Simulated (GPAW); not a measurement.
A computed C K-edge spectrum of one site in a crystal of C, Ti and Zr, with its zero at a photon energy of about 278.2 eV (raw 284.9 eV, less 6.7 eV of added terms; LDA puts this hole about 3 eV below PBE, itself good to a few eV). Method: GPAW, LDA, excited-electron core hole (neutral cell) in a small cell, dipole transitions, broadening that rises with energy.

Energy from the lowest empty level; intensity scaled to a mean of 1 over the first 20 eV:

```csv
E (eV),intensity
-2.00,0.00
-1.25,0.00
-0.50,0.08
0.25,0.57
1.00,0.83
1.75,1.19
2.50,1.73
3.25,1.96
4.00,1.62
4.75,1.23
5.50,1.05
6.25,1.07
7.00,0.61
7.75,0.36
8.50,0.56
9.25,0.72
10.00,0.83
10.75,0.94
11.50,1.10
12.25,1.42
13.00,1.76
13.75,1.72
14.50,1.35
15.25,0.96
16.00,0.69
16.75,0.54
17.50,0.50
18.25,0.50
19.00,0.48
19.75,0.45
20.50,0.40
21.25,0.36
22.00,0.32
22.75,0.28
23.50,0.27
24.25,0.27
25.00,0.31
25.75,0.40
26.50,0.53
27.25,0.68
28.00,0.81
28.75,0.90
29.50,0.95
```

Question: Which coordination does this site have?

A K edge sees empty p states; the first features are C p mixed into the empty d states of the Ti and Zr neighbours, and the broad ones above probably into the cations' higher empty bands. It is atom 4 of rock-salt (TiC)1-x(ZrC)x, x = 0.125, with 1 Ti at 2.14 Å, 4 Ti at 2.19 Å and 1 Zr at 2.24 Å (distorted octahedral). Its main maxima below 24 eV lie at 3.0 eV (2.07), 4.1 eV (1.63), 5.9 eV (1.14) and 13.3 eV (1.80). A near-edge spectrum doesn't fix the structure by itself; it is matched against candidates. The holes are only 6.2 Å apart, so the shape is probably not converged with cell size; no larger cell was run here. Lifetime broadening is put in by hand, and intensities beyond about 20 eV depend on it and on the partial waves; weight that the partial waves miss at high energy is lost.

[Banner, clock and machine lines of the logs are left out without a mark of their own.]

[Logs are printed without paths, hosts, clocks, repeated set-up lines and the standing remarks that a program may print on its own settings, such as how far it seeks lower states.]

[Hosts, paths, dates, database ids (printed as entryN), source tags and the programs' standing remarks are cut or masked in the printed files.]

[Lists of maxima count a maximum above −3 eV only where it reaches 4 % of the highest in the window and stands out from its surroundings by 2 % of it (1.5 % where it reaches 55 %); shoulders and weaker maxima are passed over, and of the rest the first, up to two pre-edge ones and the few strongest are named.]
